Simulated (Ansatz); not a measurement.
# AlNi (Pm-3m): modes against biaxial strain in the (111) plane, part 2 of 2

Wanted: the shifts of the zone-centre modes of AlNi (Pm-3m) with strain.

Ansatz 0.2.0; DFT PBEsol, scalar-relativistic, plane waves, PAW; PAW set soft_1.

So far, highest optical mode at the zone centre (no LO-TO term) (cm⁻¹): step 4 (zone-centre response at rest) 302.

The database entry behind the starting cell differs from later determinations by our own check (about 0.2 % short), so it need not match the best structure at ambient conditions.

## (5) A member of the series: biaxial strain of +4 % in the (111) plane

The cell takes a biaxial strain of +4 % in the (111) plane. The strained lengths are held, while the rest of the cell and the atoms relax.

Contents of input.yaml:

```yaml
crystal:
  lattice:
    - [2.9252704967, -0.0509381442, -0.0509381442]
    - [-0.0509381442, 2.9252704967, -0.0509381442]
    - [-0.0509381442, -0.0509381442, 2.9252704967]
  atoms:
    - { symbol: Al, position: [0.0, 0.0, 0.0] }
    - { symbol: Ni, position: [0.5, 0.5, 0.5] }
  conventional_axes: [[1, -1, 0], [0, 1, -1], [1, 1, 1]]
kpoints:
  mp_grid: { grid: [16, 16, 16] }
hamiltonian:
  xc: pbesol
  pseudopotentials: { kind: paw, azcp: { folder: soft_1 }, xc_functional: pbe }
scf:
  occupations: { method: methfessel_paxton, width: 0.2 }
output:
  forces: true
  stress: true
  eigenvalues: true
relax:
  adjacent_minimum: "off"
  f_tol: 0.001
  max_steps: 60
  cell: { stress_tol: 0.01, fix: [a, b, gamma] }
```

Started as:

```sh
ansatz run input.yaml --threads 4 --pin off --max-ram 10240MiB --backend cpu --events-out ev --progress --plain --runs-dir out
```

Numbers of over 12 decimals in the logs are rounded to 6 here.

Output:

```text
[...]
Crystal: 2 atoms, lattice volume = 25.009 Å³
Basis set: ecut = 420 eV, 479 PW (Γ), exchange–correlation on 40×40×40 points (8 copies of the dense FFT grid, shifted against one another)
Bands: 15, of which v1, the nominal top of the filled ones, is band 11 counted from 1 (10 counted from 0)
Symmetry: 12 space group operations
[...]
k-points: 417 of 4096
[...]
k-point 416: bands = [... 7 lower, 12.1238, 12.1238, 14.7975, 14.7975, 15.1854, 16.7951, 17.1704, 17.1704]
--- Relaxed structure (4 steps of the walk, 4 accepted, 1 SCFs on fresh bases) ---
[...]
cell:  # Å, volume = 24.9188 Å³
    - [2.921871, -0.054338, -0.054338]
    - [-0.054338, 2.921871, -0.054338]
    - [-0.054338, -0.054338, 2.921871]
  atoms:
    - { symbol: Al, position: [0, 0, 0] }
    - { symbol: Ni, position: [0.500000, 0.500000, 0.5] }
[key lines of the parts left out:]
SCF converged after 5 iterations
Free energy (F): -6330.792329 eV
Fermi energy:    13.046914 eV
P = ⅓ Tr σ = -8.7367 GPa (-87.367 kbar)
```

Elapsed: 25 s, on 4 threads of Intel Xeon at 2.50GHz (Skylake/Cascade Lake), shared host; peak memory 0.49 GiB; 87 s of CPU time.

The steps of the relaxation:

```csv
step,energy less that of the first step (eV),largest force component (eV/Å),pressure (GPa),volume (Å³)
1,0.0000,0.0000,-9.28,25.01
2,-0.0003,0.0000,-9.00,24.96
3,-0.0004,0.0000,-8.73,24.92
4,-0.0004,0.0000,-8.74,24.92
5*,-0.0004,0.0000,-8.74,24.92
```

Relaxation steps marked * repeat the geometry before them on a plane-wave basis chosen anew for their cell, so energy and pressure can jump there.

Forces are held to the 12 operations that the run works with; a distortion that breaks them can't arise in this run.

| conventional cell, symmetrised | before | after | change |
| --- | --- | --- | --- |
| a (Å) | 4.209 | 4.209 | +0.0 % |
| b (Å) | 4.209 | 4.209 | +0.0 % |
| c (Å) | 4.890 | 4.873 | -0.4 % |
| volume (Å³/atom) | 12.50 | 12.46 | -0.4 % |

Final coordinates:

```xyz
2
Lattice="2.9219 -0.0543 -0.0543 -0.0543 2.9219 -0.0543 -0.0543 -0.0543 2.9219" Properties=species:S:1:pos:R:3 pbc="T T T"
Al    0.0000    0.0000    0.0000
Ni    1.4066    1.4066    1.4066
```

Numbers from this step:

```
pressure        : -8.737 GPa
volume per atom : 12.46 Å³
```

The forces vanish by symmetry.

## (6) Modes of this member: biaxial strain of +4 % in the (111) plane

The zone-centre modes follow for biaxial strain of +4 % in the (111) plane.

input.yaml, the sections that differ from step 5:

```yaml
crystal:
  lattice:
    - [2.921871117, -0.0543375239, -0.0543375239]
    - [-0.0543375239, 2.921871117, -0.0543375239]
    - [-0.0543375239, -0.0543375239, 2.921871117]
  atoms:
    - { symbol: Al, position: [0.0, 0.0, 0.0] }
    - { symbol: Ni, position: [0.5, 0.5, 0.5] }
output:
  eigenvalues: true
phonons:
  method: dfpt
# kpoints, hamiltonian, scf: as in step 5
# relax: removed
```

Output:

```text
[...]
Crystal: 2 atoms, lattice volume = 24.919 Å³
Basis set: ecut = 420 eV, 479 PW (Γ), exchange–correlation on 40×40×40 points (8 copies of the dense FFT grid, shifted against one another)
Bands: 15, of which v1, the nominal top of the filled ones, is band 11 counted from 1 (10 counted from 0)
Symmetry: 12 space group operations
k-points: 1098 of 4096 (irreducible under 2 space group operations, time reversal used)
[...]
SCF iter   1: F=—  HF=-6331.211199 eV  |F-HF|=—  |Δ(HF+E_count)|=         —  Δρ=9.06e-2  dr2=1.98e0  ethr=3.10e-3  ⟨swp⟩=4.1  Hψ=73055  notcnv=0
[...]
SCF iter   9: F=-6330.792329 eV  HF=-6330.792329 eV  |F-HF|=9.09e-13  |Δ(HF+E_count)|=  1.36e-11  S|Δr|=    0.00e0  Δρ=6.19e-8  dr2=4.74e-13  ethr=1.00e-12  ⟨swp⟩=6.4  Hψ=70752  notcnv=0
SCF 1 converged in 9 iterations: F = -6330.792329 eV  dr2 = 4.74e-13
[...]
SCF converged after 9 iterations
[...]
Free energy (F): -6330.792329 eV
[...]
Internal energy: -6330.793788 eV  (E = F + TS)
E sigma→0 (E₀):  -6330.792694 eV
Entropy (-TS):   0.001459 eV (0.729 meV/atom)
Fermi energy:    13.046914 eV
[...]
--- Band table (eV; the first three rows and the last of 1098) ---
  k-point 0: bands = [... 7 lower, 11.4932, 11.6394, 11.6394, 18.1105, 18.5102, 18.5102, 21.0665, 21.0665]
  k-point 1: bands = [... 7 lower, 11.4720, 11.6108, 11.6327, 17.5787, 18.3742, 18.5984, 21.0742, 21.7474]
  k-point 2: bands = [... 7 lower, 11.4021, 11.5319, 11.6263, 16.2610, 18.6181, 18.8563, 21.0976, 22.8095]
  k-point 1097: bands = [... 7 lower, 12.1238, 12.1238, 14.7975, 14.7975, 15.1854, 16.7951, 17.1704, 17.1704]
[...]
ASR residual: 1.721e-5 → 0.000e0 eV/Å²; symmetrization residual: 1.390e-6 eV/Å²
  ASR residual per site (eV/Å²): 1.72e-5 1.02e-5
  Γ frequencies (cm⁻¹): 0.00 0.00 0.00 238.82 238.82 319.61
[...]
```

The job ended after 53 s (4 threads; peak memory 1.4 GiB).

Numbers from this step:

```
sum-rule residual before enforcement                    : 1.72e-5 eV/Å²
point group                                             : -3m
highest optical mode at the zone centre (no LO-TO term) : 319.6 cm⁻¹
lowest optical zone-centre mode                         : 238.8 cm⁻¹
```

Patterns of degenerate modes are one choice out of their space. The modes at Γ (shares of kinetic energy by element, %):

```csv
mode,frequency (cm⁻¹),symmetry,Al %,Ni %
1,0.0,acoustic,31,69
2,0.0,acoustic,31,69
3,0.0,acoustic,31,69
4,238.8,Eu,69,31
5,238.8,Eu,69,31
6,319.6,A2u,69,31
```

Displacements in mode 5 (238.8 cm⁻¹), the largest set to 1:
```
Al1  1.00 -0.50 -0.50
Ni2 -0.46  0.23  0.23
```

Displacements in mode 6 (319.6 cm⁻¹), the largest set to 1:
```
Al1  1.00  1.00  1.00
Ni2 -0.46 -0.46 -0.46
```

The lowest optical mode is real, 239 cm⁻¹, and the highest lies at 319.6 cm⁻¹.

Between step 4 and this run (strain 4 %) the value for the highest optical mode at the zone centre (no LO-TO term) moves from 302 cm⁻¹ to 320 cm⁻¹ (+6 %).

## (7) A member of the series: biaxial strain of -4 % in the (111) plane

The cell takes a biaxial strain of -4 % in the (111) plane. The strained lengths are held, while the rest of the cell and the atoms relax.

input.yaml, the sections that differ from step 6:

```yaml
crystal:
  lattice:
    - [2.8027851225, 0.0555156077, 0.0555156077]
    - [0.0555156077, 2.8027851225, 0.0555156077]
    - [0.0555156077, 0.0555156077, 2.8027851225]
  atoms:
    - { symbol: Al, position: [0.0, 0.0, 0.0] }
    - { symbol: Ni, position: [0.5, 0.5, 0.5] }
  conventional_axes: [[1, -1, 0], [0, 1, -1], [1, 1, 1]]
output:
  forces: true
  stress: true
  eigenvalues: true
relax:
  adjacent_minimum: "off"
  f_tol: 0.001
  max_steps: 60
  cell: { stress_tol: 0.01, fix: [a, b, gamma] }
# kpoints, hamiltonian, scf: as in step 6
# phonons: removed
```

Output:

```text
[...]
Crystal: 2 atoms, lattice volume = 21.992 Å³
Basis set: ecut = 420 eV, 443 PW (Γ), exchange–correlation on 40×40×40 points (8 copies of the dense FFT grid, shifted against one another)
Bands: 15, of which v1, the nominal top of the filled ones, is band 11 counted from 1 (10 counted from 0)
Symmetry: 12 space group operations
[...]
k-points: 417 of 4096
[...]
k-point 416: bands = [... 7 lower, 13.9958, 13.9958, 16.1546, 17.3013, 17.3013, 19.2411, 19.6993, 20.1983]
--- Relaxed structure (4 steps of the walk, 4 accepted, 1 SCFs on fresh bases) ---
[...]
cell:  # Å, volume = 22.1566 Å³
    - [2.810055, 0.062786, 0.062786]
    - [0.062786, 2.810055, 0.062786]
    - [0.062786, 0.062786, 2.810055]
  atoms:
    - { symbol: Al, position: [0, 0, 0] }
    - { symbol: Ni, position: [0.5, 0.5, 0.5] }
[key lines of the parts left out:]
SCF converged after 6 iterations
Free energy (F): -6330.776207 eV
Fermi energy:    15.071354 eV
P = ⅓ Tr σ = 11.8440 GPa (118.440 kbar)
```

Run time: 21 s. Hardware: 4 threads; peak memory 0.48 GiB; 71 s of CPU time.

Relaxation path:

| step | energy less that of the first step (eV) | largest force component (eV/Å) | pressure (GPa) | volume (Å³) |
| --- | --- | --- | --- | --- |
| 1 | 0.0000 | 0.0000 | 13.33 | 21.99 |
| 2 | -0.0009 | 0.0000 | 12.61 | 22.07 |
| 3 | -0.0012 | 0.0000 | 11.86 | 22.15 |
| 4 | -0.0012 | 0.0000 | 11.84 | 22.16 |
| 5* | -0.0012 | 0.0000 | 11.84 | 22.16 |

Relaxation steps marked * repeat the geometry before them on a plane-wave basis chosen anew for their cell, so energy and pressure can jump there.

Forces are held to the 12 operations that the run works with; a distortion that breaks them can't arise in this run.

```csv
"conventional cell, symmetrised",before,after,change
a (Å),3.885,3.885,+0.0 %
b (Å),3.885,3.885,+0.0 %
c (Å),5.047,5.085,+0.7 %
volume (Å³/atom),11.00,11.08,+0.7 %
```

Final coordinates:

```xyz
2
Lattice="2.8101 0.0628 0.0628 0.0628 2.8101 0.0628 0.0628 0.0628 2.8101" Properties=species:S:1:pos:R:3 pbc="T T T"
Al    0.0000    0.0000    0.0000
Ni    1.4678    1.4678    1.4678
```

This step gave:

```yaml
pressure: 11.84 GPa
volume_per_atom: 11.08 Å³
```

The forces vanish by symmetry.

## (8) Modes of this member: biaxial strain of -4 % in the (111) plane

The zone-centre modes follow for biaxial strain of -4 % in the (111) plane.

input.yaml, the sections that differ from step 7:

```yaml
crystal:
  lattice:
    - [2.8100554679, 0.0627859531, 0.0627859531]
    - [0.0627859531, 2.8100554679, 0.0627859531]
    - [0.0627859531, 0.0627859531, 2.8100554679]
  atoms:
    - { symbol: Al, position: [0.0, 0.0, 0.0] }
    - { symbol: Ni, position: [0.5, 0.5, 0.5] }
output:
  eigenvalues: true
phonons:
  method: dfpt
# kpoints, hamiltonian, scf: as in step 7
# relax: removed
```

Output:

```text
[...]
Crystal: 2 atoms, lattice volume = 22.157 Å³
Basis set: ecut = 420 eV, 443 PW (Γ), exchange–correlation on 40×40×40 points (8 copies of the dense FFT grid, shifted against one another)
Bands: 15, of which v1, the nominal top of the filled ones, is band 11 counted from 1 (10 counted from 0)
Symmetry: 12 space group operations
k-points: 1098 of 4096 (irreducible under 2 space group operations, time reversal used)
[...]
k-point 2: bands = [... 7 lower, 13.1680, 13.2461, 13.4278, 18.6298, 21.1663, 21.4417, 23.4918, 25.4919]
  k-point 1097: bands = [... 7 lower, 13.9958, 13.9958, 16.1546, 17.3013, 17.3013, 19.2411, 19.6993, 20.1983]
[...]
ASR residual: 5.971e-5 → 0.000e0 eV/Å²; symmetrization residual: 7.813e-7 eV/Å²
  ASR residual per site (eV/Å²): 1.31e-5 5.97e-5
  Γ frequencies (cm⁻¹): 0.00 0.00 0.00 278.40 365.51 365.51
[...]
[key lines of the parts left out:]
SCF converged after 9 iterations
Free energy (F): -6330.776207 eV
Fermi energy:    15.071354 eV
```

The job ended after 47 s (4 threads; peak memory 1.3 GiB).

Numbers from this step:

```
sum-rule residual before enforcement                    : 5.97e-5 eV/Å²
highest optical mode at the zone centre (no LO-TO term) : 365.5 cm⁻¹
lowest optical zone-centre mode                         : 278.4 cm⁻¹
```

Patterns of degenerate modes are one choice out of their space. Modes at Γ, with each element's share of the kinetic energy:

```
mode  frequency (cm⁻¹)  symmetry  Al %  Ni %
   1               0.0  acoustic    31    69
   2               0.0  acoustic    31    69
   3               0.0  acoustic    31    69
   4             278.4       A2u    69    31
   5             365.5        Eu    69    31
   6             365.5        Eu    69    31
```

Displacements in mode 4 (278.4 cm⁻¹), the largest set to 1:
```
Al1  1.00  1.00  1.00
Ni2 -0.46 -0.46 -0.46
```

Displacements in mode 6 (365.5 cm⁻¹), the largest set to 1:
```
Al1  1.00 -0.60 -0.40
Ni2 -0.46  0.28  0.18
```

The lowest optical mode is real, 278 cm⁻¹, and the highest lies at 365.5 cm⁻¹.

Between step 4 and this run (strain -4 %) the value for the highest optical mode at the zone centre (no LO-TO term) moves from 302 cm⁻¹ to 366 cm⁻¹ (+21 %).

## (9) All members side by side

The members are set side by side, also those not shown above.

Stress is positive in compression; energies are extrapolated to zero smearing, and E0 is that at rest; the edges not held and the atoms are relaxed in each cell; all runs use 16×16×16 k points and Methfessel-Paxton smearing of 0.2 eV. State of the crystal along the series:

```csv
strain (%),in-plane stress (GPa),free strain along [111] (%),E - E0 (meV/atom)
-4,17.76,2.582,49.08
-3,12.91,1.82,26.98
-2,8.292,1.151,11.7
-1,3.982,0.5474,2.854
0,-0.008877,0,0
1,-3.69,-0.5004,2.742
2,-7.098,-0.9449,10.71
3,-10.24,-1.34,23.59
4,-13.11,-1.696,41.02
```

Optical modes are counted from below at rest and tracked from member to member by their patterns, and modes that stay within 0.3 cm⁻¹ of each other stand once; labels, where given, are those at rest; the edges not held and the atoms are relaxed in each cell; all runs use 16×16×16 k points and Methfessel-Paxton smearing of 0.2 eV. Optical modes along the series:

```
strain (%)  optical mode 1 T1u, doublet (cm⁻¹)  optical mode 2 T1u, singlet (cm⁻¹)
        -4                               365.5                               278.4
        -3                               349.8                                 285
        -2                               333.9                                 291
        -1                                 318                               296.7
         0                               302.1                               302.1
         1                               286.3                               307.3
         2                               270.4                               311.9
         3                               254.6                               315.9
         4                               238.8                               319.6
```

Value and slope at zero strain of a cubic (a lower polynomial where under five rows exist) through the rows within 2 % of rest. Slopes at rest:

| mode | frequency (cm⁻¹) | shift per percent of strain (cm⁻¹) | shift per GPa of compressive stress (cm⁻¹) |
| --- | --- | --- | --- |
| optical mode 1 T1u, doublet | 302.1 | -15.87 | 4.14 |
| optical mode 2 T1u, singlet | 302.1 | 5.32 | -1.39 |

## (10) What came out

| Quantity | Value |
| --- | --- |
| members | 9 |
| highest optical mode at the zone centre (no LO-TO term), at rest | 302.1 cm⁻¹ |
| biaxial modulus in the (111) plane | 383 GPa |
| optical mode 1 T1u, doublet, shift per percent | -15.87 cm⁻¹ |
| optical mode 2 T1u, singlet, shift per percent | 5.32 cm⁻¹ |

The stress changes by 3.83 GPa for each percent, a biaxial modulus of 383 GPa in the (111) plane. For each percent the free edge responds with -0.52 %. The strain lowers the symmetry: the level at 302.1 cm⁻¹ splits, into 365.5 and 278.4 cm⁻¹ at -4 %. The fastest shift in the table of slopes is -15.9 cm⁻¹ for each percent (optical mode 1 T1u, doublet), or 4.1 cm⁻¹ for each GPa of compressive stress. For small strain, the measured shift of a line that Raman or infrared light can see, divided by its slope, estimates the stress, if the state of stress is of this kind. These are harmonic frequencies at zero temperature: anharmonic shifts, linewidths and thermal expansion are left out. With no gap, or one that is small against the smearing, the frequencies hang on the k mesh and the smearing, most of all near Kohn anomalies. The runs are without spin polarisation, although the cell has an odd electron count. The PAW files were made for PBE; the program adapts parts of them to the functional of the run, but their partial waves stay those of PBE, an approximation that was not tested in this session. Only the zone centre was solved, so an instability at another wavevector cannot show here.

[Logs are printed without paths, hosts, clocks, repeated set-up lines and the standing remarks that a program may print on its own settings, such as how far it seeks lower states.]

[Hosts, paths, dates, database ids (printed as entryN), source tags and the programs' standing remarks are cut or masked in the printed files.]
